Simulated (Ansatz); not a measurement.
**TbO2 (Fm-3m): how robust is the cRPA U?**

Aim: hold the target of a cRPA run on TbO2 (Fm-3m) and move one thing at a time.

Program: Ansatz 0.2.0. Level of theory: constrained RPA on LDA, plane waves, PAW. Results are calculated unless marked as measured.

This is a report of a sequence of runs, with most program output left out.

## Step 1: The structure

Symmetry: Fm-3m, No. 225, cubic system. Conventional cell: a = 5.220 Å, b = 5.220 Å, c = 5.220 Å, α = 90.00°, β = 90.00°, γ = 90.00°. Tb has 8 O at 2.26 Å nearest. Nearest to O lie 4 Tb at 2.26 Å. Farther neighbours and most contacts between anions are not listed.

The cell and positions come from the Crystallography Open Database and are kept as given unless a step says otherwise. The program's search for lower electronic states was switched off, so nothing shows that the state found is the lowest. Spin-orbit coupling is left out unless a step names it. The default PAW set here is soft_2. Its files were made with PBE.

## Step 2: Base: Tb f, bands v4 to c3, 6×6×6 mesh, medium accuracy

Constrained RPA screens the interaction with every transition except those inside the target bands, which a later many-body model would treat itself.

Input file input.yaml:

```yaml
crystal:
  lattice:
    - [-2.61, -2.61, 0.0]
    - [-2.61, 0.0, -2.61]
    - [0.0, -2.61, -2.61]
  atoms:
    - { symbol: Tb, position: [0.0, 0.0, 0.0] }
    - { symbol: O, position: [0.25, 0.25, 0.25] }
    - { symbol: O, position: [0.75, 0.75, 0.75] }
kpoints:
  mp_grid: { grid: [12, 12, 12] }
hamiltonian:
  xc: lda
scf:
  occupations: { method: gaussian, width: 0.08 }
  n_extra_bands: 21
  max_iter: 150
  lower_state_search: "off"
output:
  crpa:
    kmesh: [6, 6, 6]
    target_bands: [v4, c3]
    projections: [{ species: Tb, l: f, shell: 4 }]
  local_orbitals:
    kmesh: [6, 6, 6]
    orbitals: [{ species: Tb, l: f, shell: 4 }]
    window: { bands: [v4, c3] }
    seedname: lo
```

Started as:

```bash
> ansatz run input.yaml --threads 4 --pin off --max-ram 14745MiB --backend cpu --events-out ev --progress --plain --runs-dir out
```

It took 9.5 min on 4 threads of Arm Neoverse V2, shared host; peak memory 0.67 GiB.

This step gave:

* U: 3.213 eV
* U prime (inter-orbital): 2.035 eV
* J: 0.5437 eV
* bare V: 27.84 eV
* bare J: 0.7447 eV
* stated bound on U: 0.007845 eV
* U over bare V: 0.1154
* electrons in the window: 7.000
* head of the constrained inverse dielectric matrix: 0.1072
* least eigenvalue of the projection's overlap: 0.4433
* target functions: 7
* bands in the sums: 38
* r.m.s. miss of the model bands: 0.001341 eV
* width of the target bands: 1.127 eV
* weight of the projected orbitals in the window: 0.8609

On the Tb f shell, screening brings the on-site interaction from 27.8 eV down to U = 3.21 eV.

## Step 3: Changed: 4×4×4 mesh

input.yaml, the sections that differ from step 2:

```yaml
output:
  crpa:
    kmesh: [4, 4, 4]
    target_bands: [v4, c3]
    projections: [{ species: Tb, l: f, shell: 4 }]
# crystal, kpoints, hamiltonian, scf: as in step 2
```

Run time: 82 s. Hardware: 4 threads; peak memory 0.56 GiB.

Numbers from this step:

```
U                                                 : 3.191 eV
U prime (inter-orbital)                           : 2.015 eV
J                                                 : 0.5433 eV
bare V                                            : 27.85 eV
bare J                                            : 0.7447 eV
stated bound on U                                 : 0.007637 eV
U over bare V                                     : 0.1146
electrons in the window                           : 7.000
head of the constrained inverse dielectric matrix : 0.1043
least eigenvalue of the projection's overlap      : 0.4433
target functions                                  : 7
bands in the sums                                 : 38
width of the target bands                         : 1.127 eV
weight of the projected orbitals in the window    : 0.8609
```

On the Tb f shell, screening brings the on-site interaction from 27.9 eV down to U = 3.19 eV.

## Step 4: Changed: sums over states

Changes to input.yaml since step 3:

```diff
@@ -20,4 +20,7 @@
   crpa:
-    kmesh: [4, 4, 4]
+    kmesh: [6, 6, 6]
     target_bands: [v4, c3]
     projections: [{ species: Tb, l: f, shell: 4 }]
+    accuracy: sum_over_states
+    n_empty_bands: 64
+    ecut_chi: 136
```

Run time: 16 s. Hardware: 4 threads; peak memory 0.74 GiB; 60 s of CPU time.

This variant gives U = 3.74 eV against 3.21 eV. It is a finite sum over empty states with no bound on its error and stays out of the table below.

## Step 5: Changed: accuracy low

Changes to input.yaml since step 4:

```diff
@@ -23,4 +23,2 @@
     projections: [{ species: Tb, l: f, shell: 4 }]
-    accuracy: sum_over_states
-    n_empty_bands: 64
-    ecut_chi: 136
+    accuracy: low
```

Wall time 6.7 min (4 threads); peak memory 0.64 GiB; 25 min of CPU time.

This step gave:

```
U                                                 : 3.223 eV
U prime (inter-orbital)                           : 2.046 eV
J                                                 : 0.5432 eV
bare V                                            : 27.84 eV
bare J                                            : 0.7447 eV
stated bound on U                                 : 0.07610 eV
U over bare V                                     : 0.1158
electrons in the window                           : 7.000
head of the constrained inverse dielectric matrix : 0.1072
least eigenvalue of the projection's overlap      : 0.4433
target functions                                  : 7
bands in the sums                                 : 38
width of the target bands                         : 1.127 eV
weight of the projected orbitals in the window    : 0.8609
```

On the Tb f shell, screening brings the on-site interaction from 27.8 eV down to U = 3.22 eV.

## Step 6: Changed: more bands than orbitals

Changes to input.yaml since step 5:

```diff
@@ -21,4 +21,3 @@
     kmesh: [6, 6, 6]
-    target_bands: [v4, c3]
+    target_bands: [v4, c4]
     projections: [{ species: Tb, l: f, shell: 4 }]
-    accuracy: low
```

Wall time 0.18 s (4 threads); peak memory 0.09 GiB.

The program refused the input before any cycle.

The program's message: “Error: invalid value for `output.crpa.projections`: 7 orbital(s) selected but the target window spans 8 band(s); name one orbital per band of it”

The fault put into this input: more bands than orbitals.

## Step 7: Changed: volume -6 %

The cell differs from the one that the last finished run ended in (a 3.691 → 3.616 Å, b 3.691 → 3.616 Å, c 3.691 → 3.616 Å).

input.yaml, the sections that differ from step 6:

```yaml
crystal:
  lattice:
    - [-2.5567197437, -2.5567197437, 0.0]
    - [-2.5567197437, 0.0, -2.5567197437]
    - [0.0, -2.5567197437, -2.5567197437]
  atoms:
    - { symbol: Tb, position: [0.0, 0.0, 0.0] }
    - { symbol: O, position: [0.25, 0.25, 0.25] }
    - { symbol: O, position: [0.75, 0.75, 0.75] }
output:
  crpa:
    kmesh: [6, 6, 6]
    target_bands: [v4, c3]
    projections: [{ species: Tb, l: f, shell: 4 }]
  local_orbitals:
    kmesh: [6, 6, 6]
    orbitals: [{ species: Tb, l: f, shell: 4 }]
    window: { bands: [v4, c3] }
    seedname: lo
# kpoints, hamiltonian, scf: as in step 6
```

Wall time 8.6 min (4 threads); peak memory 0.65 GiB.

Numbers from this step:

```yaml
u: 3.434 eV
u_prime_inter_orbital: 2.237 eV
j: 0.5526 eV
bare_v: 27.92 eV
bare_j: 0.7474 eV
stated_bound_on_u: 0.006887 eV
u_over_bare_v: 0.1230
electrons_in_the_window: 7.000
head_of_the_constrained_inverse_dielectric_matrix: 0.1154
least_eigenvalue_of_the_projection_s_overlap: 0.4490
target_functions: 7
bands_in_the_sums: 38
r_m_s_miss_of_the_model_bands: 0.001496 eV
width_of_the_target_bands: 1.214 eV
weight_of_the_projected_orbitals_in_the_window: 0.8579
```

On the Tb f shell, screening brings the on-site interaction from 27.9 eV down to U = 3.43 eV.

## Step 8: Changed: volume +6 %

The cell differs from the one that the last finished run ended in (a 3.616 → 3.763 Å, b 3.616 → 3.763 Å, c 3.616 → 3.763 Å).

Changes to input.yaml since step 7:

```diff
@@ -2,5 +2,5 @@
   lattice:
-    - [-2.5567197437, -2.5567197437, 0.0]
-    - [-2.5567197437, 0.0, -2.5567197437]
-    - [0.0, -2.5567197437, -2.5567197437]
+    - [-2.6611894665, -2.6611894665, 0.0]
+    - [-2.6611894665, 0.0, -2.6611894665]
+    - [0.0, -2.6611894665, -2.6611894665]
   atoms:
```

Wall time 11 min (4 threads); peak memory 0.69 GiB.

Numbers from this step:

```yaml
u: 3.003 eV
u_prime_inter_orbital: 1.845 eV
j: 0.5342 eV
bare_v: 27.73 eV
bare_j: 0.7414 eV
stated_bound_on_u: 0.005794 eV
u_over_bare_v: 0.1083
electrons_in_the_window: 7.000
head_of_the_constrained_inverse_dielectric_matrix: 0.09917
least_eigenvalue_of_the_projection_s_overlap: 0.4364
target_functions: 7
bands_in_the_sums: 38
r_m_s_miss_of_the_model_bands: 0.001244 eV
width_of_the_target_bands: 1.054 eV
weight_of_the_projected_orbitals_in_the_window: 0.8631
```

On the Tb f shell, screening brings the on-site interaction from 27.7 eV down to U = 3.00 eV.

## Step 9: Changed: potentials

input.yaml, the sections that differ from step 8:

```yaml
crystal:
  lattice:
    - [-2.61, -2.61, 0.0]
    - [-2.61, 0.0, -2.61]
    - [0.0, -2.61, -2.61]
  atoms:
    - { symbol: Tb, position: [0.0, 0.0, 0.0] }
    - { symbol: O, position: [0.25, 0.25, 0.25] }
    - { symbol: O, position: [0.75, 0.75, 0.75] }
hamiltonian:
  xc: lda
  pseudopotentials: { kind: paw, source: ansatz }
output:
  crpa:
    kmesh: [6, 6, 6]
    target_bands: [v4, c3]
    projections: [{ species: Tb, l: f, shell: 4 }]
# kpoints, scf: as in step 8
```

Elapsed: 14 min, on 4 threads; peak memory 1.2 GiB; 55 min of CPU time.

This step gave:

| Property | Result |
| --- | --- |
| U | 3.183 eV |
| U prime (inter-orbital) | 2.014 eV |
| J | 0.5395 eV |
| bare V | 27.75 eV |
| bare J | 0.7422 eV |
| stated bound on U | 0.008622 eV |
| U over bare V | 0.1147 |
| electrons in the window | 7.000 |
| head of the constrained inverse dielectric matrix | 0.1064 |
| least eigenvalue of the projection's overlap | 0.5198 |
| target functions | 7 |
| bands in the sums | 38 |
| width of the target bands | 1.132 eV |
| weight of the projected orbitals in the window | 0.8851 |

On the Tb f shell, screening brings the on-site interaction from 27.7 eV down to U = 3.18 eV.

## Step 10: Changed: volume -3 %

The cell differs from the one that the last finished run ended in (a 3.691 → 3.654 Å, b 3.691 → 3.654 Å, c 3.691 → 3.654 Å).

input.yaml, the sections that differ from step 9:

```yaml
crystal:
  lattice:
    - [-2.583634561, -2.583634561, 0.0]
    - [-2.583634561, 0.0, -2.583634561]
    - [0.0, -2.583634561, -2.583634561]
  atoms:
    - { symbol: Tb, position: [0.0, 0.0, 0.0] }
    - { symbol: O, position: [0.25, 0.25, 0.25] }
    - { symbol: O, position: [0.75, 0.75, 0.75] }
hamiltonian:
  xc: lda
output:
  crpa:
    kmesh: [6, 6, 6]
    target_bands: [v4, c3]
    projections: [{ species: Tb, l: f, shell: 4 }]
  local_orbitals:
    kmesh: [6, 6, 6]
    orbitals: [{ species: Tb, l: f, shell: 4 }]
    window: { bands: [v4, c3] }
    seedname: lo
# kpoints, scf: as in step 9
```

The job ended after 8.7 min (4 threads; peak memory 0.67 GiB).

This step gave:

| Property | Result |
| --- | --- |
| U | 3.322 eV |
| U prime (inter-orbital) | 2.134 eV |
| J | 0.5482 eV |
| bare V | 27.88 eV |
| bare J | 0.7460 eV |
| stated bound on U | 0.007297 eV |
| U over bare V | 0.1191 |
| electrons in the window | 7.000 |
| head of the constrained inverse dielectric matrix | 0.1113 |
| least eigenvalue of the projection's overlap | 0.4465 |
| target functions | 7 |
| bands in the sums | 38 |
| r.m.s. miss of the model bands | 0.001412 eV |
| width of the target bands | 1.168 eV |
| weight of the projected orbitals in the window | 0.8595 |

On the Tb f shell, screening brings the on-site interaction from 27.9 eV down to U = 3.32 eV.

## Step 11: Changed: volume +3 %

The cell differs from the one that the last finished run ended in (a 3.654 → 3.728 Å, b 3.654 → 3.728 Å, c 3.654 → 3.728 Å).

Changes to input.yaml since step 10:

```diff
@@ -2,5 +2,5 @@
   lattice:
-    - [-2.583634561, -2.583634561, 0.0]
-    - [-2.583634561, 0.0, -2.583634561]
-    - [0.0, -2.583634561, -2.583634561]
+    - [-2.6358432649, -2.6358432649, 0.0]
+    - [-2.6358432649, 0.0, -2.6358432649]
+    - [0.0, -2.6358432649, -2.6358432649]
   atoms:
```

The job ended after 9.3 min (4 threads; peak memory 0.68 GiB; 36 min of CPU time).

This step gave:

* U: 3.107 eV
* U prime (inter-orbital): 1.939 eV
* J: 0.5391 eV
* bare V: 27.79 eV
* bare J: 0.7431 eV
* stated bound on U: 0.008583 eV
* U over bare V: 0.1118
* electrons in the window: 7.000
* head of the constrained inverse dielectric matrix: 0.1032
* least eigenvalue of the projection's overlap: 0.4400
* target functions: 7
* bands in the sums: 38
* r.m.s. miss of the model bands: 0.001280 eV
* width of the target bands: 1.089 eV
* weight of the projected orbitals in the window: 0.8621

On the Tb f shell, screening brings the on-site interaction from 27.8 eV down to U = 3.11 eV.

## Step 12: Side by side

Times are wall times on 4 threads of Arm Neoverse V2, shared host, good to a factor of about two.

| run | bare V (eV) | U (eV) | J (eV) | bound on U (eV) | width (eV) | time |
| --- | --- | --- | --- | --- | --- | --- |
| target window | 27.84 | 3.213 | 0.544 | 0.0078 | 1.13 | 9.5 min |
| 4×4×4 mesh | 27.85 | 3.191 | 0.543 | 0.0076 | 1.13 | 82 s |
| accuracy low | 27.84 | 3.223 | 0.543 | 0.0761 | 1.13 | 6.7 min |
| volume -6 % | 27.92 | 3.434 | 0.553 | 0.0069 | 1.21 | 8.6 min |
| volume +6 % | 27.73 | 3.003 | 0.534 | 0.0058 | 1.05 | 11 min |
| potentials | 27.75 | 3.183 | 0.540 | 0.0086 | 1.13 | 14 min |
| volume -3 % | 27.88 | 3.322 | 0.548 | 0.0073 | 1.17 | 8.7 min |
| volume +3 % | 27.79 | 3.107 | 0.539 | 0.0086 | 1.09 | 9.3 min |

## Step 13: What came out

| Quantity | Value |
| --- | --- |
| target window | U 3.21 eV, J 0.54 eV |
| 4×4×4 mesh | U 3.19 eV, J 0.54 eV |
| accuracy low | U 3.22 eV, J 0.54 eV |
| volume -6 % | U 3.43 eV, J 0.55 eV |
| volume +6 % | U 3.00 eV, J 0.53 eV |
| potentials | U 3.18 eV, J 0.54 eV |
| volume -3 % | U 3.32 eV, J 0.55 eV |
| volume +3 % | U 3.11 eV, J 0.54 eV |

**Reading.** 4×4×4 mesh moves U by −0.02 eV at 0.14 times the time. Accuracy low moves U by +0.01 eV (within the solver's bounds, for the mean over orbitals). Volume -6 % moves U by +0.22 eV. Volume +6 % moves U by −0.21 eV. Potentials moves U by −0.03 eV. Volume -3 % moves U by +0.11 eV. Volume +3 % moves U by −0.11 eV. The printed bound covers the solver alone, not the mesh, and no denser mesh than the base was run. The parent state is non-magnetic and the interaction static (zero frequency); U depends on the window and the orbitals, so it belongs to this model alone.

[Paths, hosts, dates, memory and timing lines, banners, echoed tables and standing remarks are left out of the program output.]

[Logs are printed without paths, hosts, clocks, repeated set-up lines and the standing remarks that a program may print on its own settings, such as how far it seeks lower states.]

[Runs of the session that timed out or met a known fault of the program may be left out.]

[Hosts, paths, dates, database ids (printed as entryN), source tags and the programs' standing remarks are cut or masked in the printed files.]
